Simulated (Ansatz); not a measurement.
# LiMgBr3 (model cell, started as cubic perovskite with Mg in the octahedra): following an unstable mode

Which phase does LiMgBr3 (model cell, started as cubic perovskite with Mg in the octahedra) fall into along its unstable mode, and how much energy does it gain?

Method: DFT PBEsol, scalar-relativistic, plane waves, PAW; PAW set soft_1, in Ansatz 0.2.0.

This is a report of a sequence of runs, with most program output left out.

The structure was built from a prototype and need not be the compound's stable phase.

## Step 1: The structure

The structure is cubic, space group Pm-3m (No. 221). Conventional cell: a = 5.212 Å, b = 5.212 Å, c = 5.212 Å, α = 90.00°, β = 90.00°, γ = 90.00°. Nearest to Li lie 12 Br at 3.69 Å. Mg has 6 Br at 2.61 Å nearest. Br has 2 Mg at 2.61 Å nearest. Farther neighbours and most contacts between anions are not listed.

## Step 2: Phonons on a q mesh

The cell comes from relaxations at this level that are not shown. Stability and thermal properties need the whole zone. Linear response on a 2×2×2 q mesh gives force constants as far as a supercell of that size would, and the tensors from the zone-centre run are typed in so that the long-range dipole term is interpolated apart.

The input, input.yaml:

```yaml
crystal:
  lattice:
    - [5.2123358958, 0.0, 0.0]
    - [0.0, 5.2123358958, 0.0]
    - [0.0, 0.0, 5.2123358958]
  atoms:
    - { symbol: Li, position: [0.0, 0.0, 0.0] }
    - { symbol: Mg, position: [0.5, 0.5, 0.5] }
    - { symbol: Br, position: [0.5, 0.5, 0.0] }
    - { symbol: Br, position: [0.5, 0.0, 0.5] }
    - { symbol: Br, position: [0.0, 0.5, 0.5] }
kpoints:
  mp_grid: { grid: [6, 6, 6] }
hamiltonian:
  xc: pbesol
  pseudopotentials: { kind: paw, azcp: { folder: soft_1 }, xc_functional: pbe }
scf:
  occupations: { method: fixed }
output:
  eigenvalues: true
phonons:
  method: dfpt
  qmesh: [2, 2, 2]
  temperatures: { t_max: 1000, t_step: 50 }
  qpath:
    path:
      - [[0.0, 0.0, 0.0], [0.0, 0.5, 0.0], [0.5, 0.5, 0.0], [0.0, 0.0, 0.0], [0.5, 0.5, 0.5], [0.0, 0.5, 0.0]]
      - [[0.5, 0.5, 0.5], [0.5, 0.5, 0.0]]
    npoints: 10
  non_analytic_term:
    high_frequency_dielectric_tensor: [[3.3007, 0.0, 0.0], [0.0, 3.3007, 0.0], [0.0, 0.0, 3.3007]]
    born_effective_charges:
      - { species: Li, tensor: [[1.4392, 0.0, 0.0], [0.0, 1.4392, 0.0], [0.0, 0.0, 1.4392]] }
      - { species: Mg, tensor: [[2.3693, 0.0, 0.0], [0.0, 2.3693, 0.0], [0.0, 0.0, 2.3693]] }
      - { species: Br, tensor: [[-0.8839, 0.0, 0.0], [0.0, -0.8839, 0.0], [0.0, 0.0, -2.0407]] }
      - { species: Br, tensor: [[-0.8839, 0.0, 0.0], [0.0, -2.0407, 0.0], [0.0, 0.0, -0.8839]] }
      - { species: Br, tensor: [[-2.0407, 0.0, 0.0], [0.0, -0.8839, 0.0], [0.0, 0.0, -0.8839]] }
    source: "zone-centre run at this cell"
```

The run is started by

```
> ansatz run input.yaml --threads 8 --pin off --max-ram 16384MiB --backend cpu --events-out ev --progress --plain --runs-dir out
```

Run time: 41 s. Hardware: 8 threads of Arm Neoverse V2, shared host; peak memory 0.9 GiB.

Numbers from this step:

```
gap on the k-mesh                                       : 2.869 eV
volume per atom                                         : 28.32 Å³
sum-rule residual before enforcement                    : 1.99e-4 eV/Å²
lowest frequency on the path                            : -175.8 cm⁻¹
point group                                             : m-3m
highest frequency on the path or at a solved wavevector : 307.6 cm⁻¹
highest optical mode at the zone centre (no LO-TO term) : 238.1 cm⁻¹
lowest optical zone-centre mode                         : -175.8 cm⁻¹
lowest mode on the q mesh (acoustic modes at Γ apart)   : -175.8 cm⁻¹
```

Frequencies (cm⁻¹) solved at each irreducible wavevector; negative means imaginary. Frequencies by wavevector, by row:

| q in reciprocal lattice units | star | mode 1 | mode 2 | mode 3 | mode 4 | mode 13 | mode 14 | mode 15 |
| --- | --- | --- | --- | --- | --- | --- | --- | --- |
| 0 0 0 | 1 | -175.8 | -175.8 | -175.8 | -9.9 | 238.1 | 238.1 | 238.1 |
| 0 0 -0.5 | 3 | -167.1 | -167.1 | -19.4 | -19.4 | 237.8 | 237.8 | 258.3 |
| 0 -0.5 -0.5 | 3 | -155.5 | -151.2 | -151.2 | -66.5 | 237.5 | 270.6 | 270.6 |
| -0.5 -0.5 -0.5 | 1 | -172.7 | -172.7 | -172.7 | -66.6 | 271.7 | 271.7 | 271.7 |

Interpolated from a 2×2×2 q mesh, with the LO-TO term (at Γ the limit along the path; where Γ stands inside the path, tables give the limit on arrival). The phonon branches at the labelled points (cm⁻¹):

| point | branch 1 | branch 2 | branch 3 | branch 4 | branch 12 | branch 13 | branch 14 | branch 15 |
| --- | --- | --- | --- | --- | --- | --- | --- | --- |
| Γ | -176 | -176 | -88 | -10 | 96 | 238 | 238 | 308 |
| halfway | -172 | -172 | -36 | -14 | 129 | 238 | 238 | 290 |
| X | -167 | -167 | -19 | -19 | 187 | 238 | 238 | 258 |
| halfway | -162 | -159 | -110 | -50 | 168 | 238 | 259 | 265 |
| M | -156 | -151 | -151 | -66 | 184 | 238 | 271 | 271 |
| halfway | -167 | -156 | -106 | -40 | 138 | 238 | 239 | 288 |
| Γ | -176 | -176 | -88 | -10 | 96 | 238 | 238 | 308 |
| halfway | -160 | -160 | -125 | -44 | 148 | 242 | 242 | 284 |
| R | -173 | -173 | -173 | -67 | 196 | 272 | 272 | 272 |
| halfway | -165 | -158 | -138 | -53 | 169 | 246 | 264 | 267 |
| X | -167 | -167 | -19 | -19 | 187 | 238 | 238 | 258 |
| jump to R | -173 | -173 | -173 | -67 | 196 | 272 | 272 | 272 |
| halfway | -164 | -162 | -162 | -67 | 184 | 254 | 271 | 271 |
| M | -156 | -151 | -151 | -66 | 184 | 238 | 271 | 271 |

Symmetry leaves 4 wavevectors to solve. The lowest mode among them, the acoustic zeros apart, lies at Γ and is imaginary, 175.8i cm⁻¹, so the energy falls along it.

## Step 3: The mode frozen in, largest atomic shift 0 Å

The mode followed lies at Γ with frequency 175.8i cm⁻¹ and is 3-fold degenerate, the softest among the wavevectors solved. At small amplitude the distorted cell has space group no. 160 by a symmetry search on the positions. The undistorted cell that holds it gives the zero of energy on the same k mesh.

input.yaml, the sections that differ from step 2:

```yaml
scf:
  occupations: { method: gaussian, width: 0.02 }
output:
  forces: true
  stress: true
  eigenvalues: true
# crystal, kpoints, hamiltonian: as in step 2
# phonons: removed
```

Elapsed: 0.59 s, on 8 threads; peak memory 0.48 GiB.

Numbers from this step:

| Property | Result |
| --- | --- |
| pressure | 0.003777 GPa |
| energy from the undistorted cell | 0 meV/atom |

At this level the gap is 2.87 eV on the k-mesh of the self-consistent run, which can miss the band edges.

## Step 4: The mode frozen in, largest atomic shift 0.6 Å

The atoms are moved along the unstable eigenvector, the largest shift by 0.6 Å, with the cell fixed.

input.yaml, the sections that differ from step 3:

```yaml
crystal:
  lattice:
    - [5.2123358958, 0.0, 0.0]
    - [0.0, 5.2123358958, 0.0]
    - [0.0, 0.0, 5.2123358958]
  atoms:
    - { symbol: Li, position: [0.0664596773, -0.0664596773, -0.0664596773] }
    - { symbol: Mg, position: [0.5010721328, 0.4989278672, 0.4989278672] }
    - { symbol: Br, position: [0.4969395002, 0.5030604998, -2.25772e-05] }
    - { symbol: Br, position: [0.4969395002, -2.25772e-05, 0.5030604998] }
    - { symbol: Br, position: [2.25772e-05, 0.5030604998, 0.5030604998] }
# kpoints, hamiltonian, scf, output: as in step 3
```

Run time: 1.2 s. Hardware: 8 threads; peak memory 0.45 GiB; 8 s of CPU time.

This step gave:

```yaml
pressure: 0.09040 GPa
gap_on_the_k_mesh: 2.842 eV
energy_from_the_undistorted_cell: -28.12 meV/atom
```

The energy, extrapolated to zero smearing, is -28.12 meV/atom against the undistorted cell.

The run ends at a pressure of 0.09 GPa, with forces up to 0.42 eV/Å.

## Step 5: Energy along the mode, all amplitudes (two of the runs are shown above)

An imaginary frequency means negative curvature, so the energy should fall and then rise again as anharmonic terms take over.

This step gave:

* depth at the lowest point sampled: 28.12 meV/atom
* largest atomic shift at that point: 0.6 Å

Table of energy from the parent by largest atomic shift:

| largest atomic shift (Å) | energy from the parent (meV/atom) |
| --- | --- |
| 0.000 | 0 |
| 0.040 | -0.132 |
| 0.080 | -0.53 |
| 0.140 | -1.62 |
| 0.220 | -3.98 |
| 0.320 | -8.35 |
| 0.450 | -16.3 |
| 0.600 | -28.1 |

Displacement at unit largest shift by atom:

| atom | x (Å) | y (Å) | z (Å) | size |
| --- | --- | --- | --- | --- |
| Li1 | 0.577 | -0.577 | -0.577 | 0.999 |
| Mg2 | 0.009 | -0.009 | -0.009 | 0.016 |
| Br3 | -0.027 | 0.027 | 0.000 | 0.038 |
| Br4 | -0.027 | 0.000 | 0.027 | 0.038 |
| Br5 | 0.000 | 0.027 | 0.027 | 0.038 |

The lowest of the steps tried is the last one, at 0.6 Å, 28.1 meV/atom below the parent; the bottom of the well need not coincide with a step.

## Step 6: Relaxing from the distorted cell

Starting from the lowest point found, all atoms and the cell are let go, so that strain and other modes of the same symmetry can join in.

input.yaml: that of step 4 with these lines changed.

```diff
@@ -17,3 +17,3 @@
 scf:
-  occupations: { method: gaussian, width: 0.02 }
+  occupations: { method: fixed }
 output:
@@ -22 +22,6 @@
   eigenvalues: true
+relax:
+  adjacent_minimum: "off"
+  f_tol: 0.002
+  max_steps: 120
+  cell: { stress_tol: 0.03 }
```

The job ended after 12 s (8 threads; peak memory 0.53 GiB).

Step by step:

| step | energy less that of the first step (eV) | largest force component (eV/Å) | pressure (GPa) | volume (Å³) |
| --- | --- | --- | --- | --- |
| 1 | 0.0000 | 0.2406 | 0.09 | 141.61 |
| 2 | -0.1282 | 0.2969 | -0.03 | 142.96 |
| 3 | -0.2608 | 0.2820 | -0.03 | 144.28 |
| 4 | -0.3709 | 0.1558 | 0.45 | 144.58 |
| 5 | -0.4069 | 0.1627 | 0.29 | 148.68 |
| 6 | -0.4083 | 0.0228 | -0.18 | 151.32 |
| 7 | -0.4188 | 0.0150 | 0.03 | 150.11 |
| 8 | -0.4193 | 0.0025 | 0.00 | 149.98 |
| 9 | -0.4193 | 0.0001 | 0.00 | 150.00 |
| 10* | -0.4198 | 0.0001 | 0.00 | 150.00 |

Relaxation steps marked * repeat the geometry before them on a plane-wave basis chosen anew for their cell, so energy and pressure can jump there.

Forces are held to the 6 operations that the run works with; a distortion that breaks them can't arise in this run.

| conventional cell, symmetrised | before | after | change |
| --- | --- | --- | --- |
| a (Å) | 7.371 | 7.402 | +0.4 % |
| b (Å) | 7.371 | 7.402 | +0.4 % |
| c (Å) | 9.028 | 9.484 | +5.0 % |
| volume (Å³/atom) | 28.32 | 30.00 | +5.9 % |

The atoms that moved most (Å, as changes of fractional coordinates times the final cell):

| atom | dx | dy | dz | length |
| --- | --- | --- | --- | --- |
| Li1 | 0.474 | -0.474 | -0.474 | 0.820 |
| Br5 | -0.100 | 0.158 | 0.158 | 0.245 |
| Br3 | -0.158 | 0.158 | 0.100 | 0.245 |
| Br4 | -0.158 | 0.100 | 0.158 | 0.245 |
| Mg2 | -0.058 | 0.058 | 0.058 | 0.100 |

The relaxed structure:

```cif
data_structure
_symmetry_space_group_name_H-M 'P 1'
_symmetry_Int_Tables_number 1
_cell_length_a 5.3157
_cell_length_b 5.3157
_cell_length_c 5.3157
_cell_angle_alpha 88.253
_cell_angle_beta 91.747
_cell_angle_gamma 91.747
_cell_volume 150.00
loop_
_atom_site_label
_atom_site_type_symbol
_atom_site_fract_x
_atom_site_fract_y
_atom_site_fract_z
_atom_site_occupancy
Li1 Li 0.15297 0.84703 0.84703 1
Mg2 Mg 0.49049 0.50951 0.50951 1
Br3 Br 0.46797 0.53203 0.01797 1
Br4 Br 0.46797 0.01797 0.53203 1
Br5 Br 0.98203 0.53203 0.53203 1
```

Numbers from this step:

```
pressure          : 0.002537 GPa
gap on the k-mesh : 2.494 eV
volume per atom   : 30.00 Å³
```

The distorted start has space group R3m; the relaxation ends in R3m.

## Step 7: The new phase in its own primitive cell

The relaxed structure is symmetrised, reduced to its primitive cell and relaxed tightly, as its phonons need.

input.yaml, the sections that differ from step 6:

```yaml
crystal:
  lattice:
    - [3.7010655587, 2.1368111966, 3.1612021307]
    - [-3.7010655587, 2.1368111966, 3.1612021307]
    - [0.0, -4.2736223932, 3.1612021307]
  atoms:
    - { symbol: Li, position: [0.1529731594, 0.1529731594, 0.1529731594] }
    - { symbol: Mg, position: [0.4904897109, 0.4904897109, 0.4904897109] }
    - { symbol: Br, position: [0.4679710102, 0.9820284969, 0.4679710102] }
    - { symbol: Br, position: [0.9820284969, 0.4679710102, 0.4679710102] }
    - { symbol: Br, position: [0.4679710102, 0.4679710102, 0.9820284969] }
relax:
  adjacent_minimum: "off"
  f_tol: 0.001
  max_steps: 60
  cell: { stress_tol: 0.01 }
# kpoints, hamiltonian, scf, output: as in step 6
```

The job ended after 3 s (8 threads; peak memory 0.51 GiB; 21 s of CPU time).

Little changed from the start: no atom moved by 0.005 Å and no cell edge by 0.1 %.

This step gave:

| Item | Value |
| --- | --- |
| direct gap on mesh | 3.079 eV |

The largest force component left is 0.12 meV/Å and the pressure is 0.003 GPa, within the tolerances set. The cell now holds 30.00 Å³/atom.

## Step 8: Modes of the new phase

A relaxed structure may still be a saddle point, so its zone-centre modes are computed. The response to a homogeneous field gives the Born charges and the dielectric tensor.

input.yaml: that of step 7 with these lines changed.

```diff
@@ -19,9 +19,6 @@
 output:
-  forces: true
-  stress: true
   eigenvalues: true
-relax:
-  adjacent_minimum: "off"
-  f_tol: 0.001
-  max_steps: 60
-  cell: { stress_tol: 0.01 }
+phonons:
+  method: dfpt
+  dielectric: true
+  rigid_motions: translations
```

It took 43 s on 8 threads; peak memory 1.7 GiB.

Numbers from this step:

- sum-rule residual before enforcement: 2.50e-4 eV/Å²
- miss of the charge sum rule: 0.001638 e
- estimated error of the dielectric tensor: 0.007068
- estimated error of the Born charges: 0.01148 e
- point group: 3m
- highest optical mode at the zone centre (no LO-TO term): 282.4 cm⁻¹
- lowest optical zone-centre mode: 23.25 cm⁻¹
- mean high-frequency dielectric constant: 3.031
- largest Born charge (third of the trace): 2.433 e
- mean static dielectric constant: 9.284
- top of the zone-centre spectrum with the field: 321.7 cm⁻¹

Without the LO-TO term. Patterns of degenerate modes are one choice out of their space. The modes at Γ (shares of kinetic energy by element, %):

| mode | frequency (cm⁻¹) | symmetry | Li % | Mg % | Br % |
| --- | --- | --- | --- | --- | --- |
| 1 | 0.0 | acoustic | 3 | 9 | 88 |
| 2 | 0.0 | acoustic | 3 | 9 | 88 |
| 3 | 0.0 | acoustic | 3 | 9 | 88 |
| 4 | 23.2 | A2 | 0 | 0 | 100 |
| 5 | 46.5 | E | 6 | 0 | 94 |
| 6 | 46.5 | E | 6 | 0 | 94 |
| 7 | 72.2 | E | 0 | 30 | 70 |
| 8 | 72.2 | E | 0 | 30 | 70 |
| 9 | 110.1 | A1 | 1 | 29 | 70 |
| 10 | 194.5 | E | 1 | 61 | 38 |
| 11 | 194.5 | E | 1 | 61 | 38 |
| 12 | 206.0 | A1 | 5 | 60 | 36 |
| 13 | 235.3 | E | 90 | 0 | 9 |
| 14 | 235.3 | E | 90 | 0 | 9 |
| 15 | 282.4 | A1 | 92 | 3 | 6 |

Displacements in mode 4 (23.2 cm⁻¹), the largest set to 1:
```
Li1  0.00  0.00  0.00
Mg2  0.00  0.00  0.00
Br3 -0.50 -0.87  0.00
Br4 -0.50  0.87  0.00
Br5  1.00  0.00  0.00
```

Displacements in mode 12 (206.0 cm⁻¹), the largest set to 1:
```
Li1  0.00  0.00  0.52
Mg2  0.00  0.00  1.00
Br3  0.19 -0.11 -0.12
Br4 -0.19 -0.11 -0.12
Br5  0.00  0.22 -0.12
```

Optical modes at the zone centre, without and with the macroscopic field of the longitudinal modes; each column is sorted by frequency, so a row need not hold one and the same mode. Modes with and without the field, by row:

| rank among optical modes | no field (cm⁻¹) | q along (1, 0, 0) (cm⁻¹) | q along (0, 0, 1) (cm⁻¹) |
| --- | --- | --- | --- |
| 1 | 23.2 | 23.2 | 23.2 |
| 2 | 46.5 | 46.5 | 46.5 |
| 3 | 46.5 | 50.2 | 46.5 |
| 4 | 72.2 | 72.2 | 72.2 |
| 5 | 72.2 | 85.1 | 72.2 |
| 6 | 110.1 | 110.1 | 116.2 |
| 7 | 194.5 | 194.5 | 194.5 |
| 8 | 194.5 | 206 | 194.5 |
| 9 | 206 | 212.7 | 235.3 |
| 10 | 235.3 | 235.3 | 235.3 |
| 11 | 235.3 | 282.4 | 258.4 |
| 12 | 282.4 | 314.1 | 321.7 |

Born charge (rows field, columns displacement) (e), principal values of the symmetric part by kind of site:

| atom | atoms with these values | low | middle | high | mean |
| --- | --- | --- | --- | --- | --- |
| Li1 | 1 | 0.97 | 1.13 | 1.13 | 1.08 |
| Mg2 | 1 | 2.41 | 2.41 | 2.48 | 2.43 |
| Br3 | 3 | -2.09 | -0.81 | -0.62 | -1.17 |

In full for Br3:

```
-1.46  0.49  0.50
 0.49 -0.90 -0.29
 0.48 -0.28 -1.15
```

High-frequency dielectric tensor:

```
3.05 0.00 0.00
0.00 3.05 0.00
0.00 0.00 2.99
```

Static dielectric tensor (ions relaxed, fixed cell):

```
10.52  0.00  0.00
 0.00 10.52  0.00
 0.00  0.00  6.80
```

Transverse modes. Lines of the infrared spectrum (strongest = 100):

| position (cm⁻¹) | label | relative intensity |
| --- | --- | --- |
| 23 | A2 | 0.0 |
| 46 | E | 5.5 |
| 72 | E | 17 |
| 110 | A1 | 6.9 |
| 194 | E | 100 |
| 206 | A1 | 78 |
| 235 | E | 100 |
| 282 | A1 | 17 |

Before it was imposed, the acoustic sum rule was missed by 2.5e-4 eV/Å² and the charge sum rule by 0.0016 e. Small misses are needed for a sound result but don't prove that mesh and cutoff are converged. The lowest optical mode is real, 23.2 cm⁻¹.

## Step 9: What came out

```
unstable mode of the parent                                                      : q = (0, 0, 0), 176i cm⁻¹
depth at the lowest point sampled                                                : 28.1 meV/atom
largest atomic shift at that point                                               : 0.6 Å
space group reached (within 0.01 Å)                                              : R3m
energy gained over the parent (first relaxation, on the mesh of the frozen mode) : 112 meV/atom
volume per atom, phase reached                                                   : 30.0 Å³
gap on the k-mesh, phase reached                                                 : 2.49 eV
lowest optical zone-centre mode, phase reached                                   : 23.2 cm⁻¹
highest optical mode at the zone centre (no LO-TO term), phase reached           : 282 cm⁻¹
```

Along this mode the structure falls into R3m, 112 meV/atom below the parent. At the parent's cell the well is 28.12 meV/atom deep on the steps tried, with its lowest point at a shift of 0.6 Å. That is the last step tried, so the steps alone don't bracket the bottom of the well. Relaxing atoms and cell changes the gain by +83.96 meV/atom against the lowest step (energies at zero smearing). Most of the total comes from this relaxation. The new phase has no imaginary mode at the zone centre of its cell; other wavevectors were not checked. Of the 6 patterns followed to their end from this parent, this one ends 65.0 meV/atom above the lowest, Imma. Another end point lies within 1 meV/atom; how such a difference moves with mesh and cutoff was not tested. Each path keeps the symmetry of its pattern, so a lower phase may lie along a pattern not tried. The PAW files were made for PBE and serve the other functionals too. The starting cell was built on a prototype and not taken from a measurement, so the phase need not exist.

[Logs are printed without paths, hosts, clocks, repeated set-up lines and the standing remarks that a program may print on its own settings, such as how far it seeks lower states.]

[Hosts, paths, dates, database ids (printed as entryN), source tags and the programs' standing remarks are cut or masked in the printed files.]
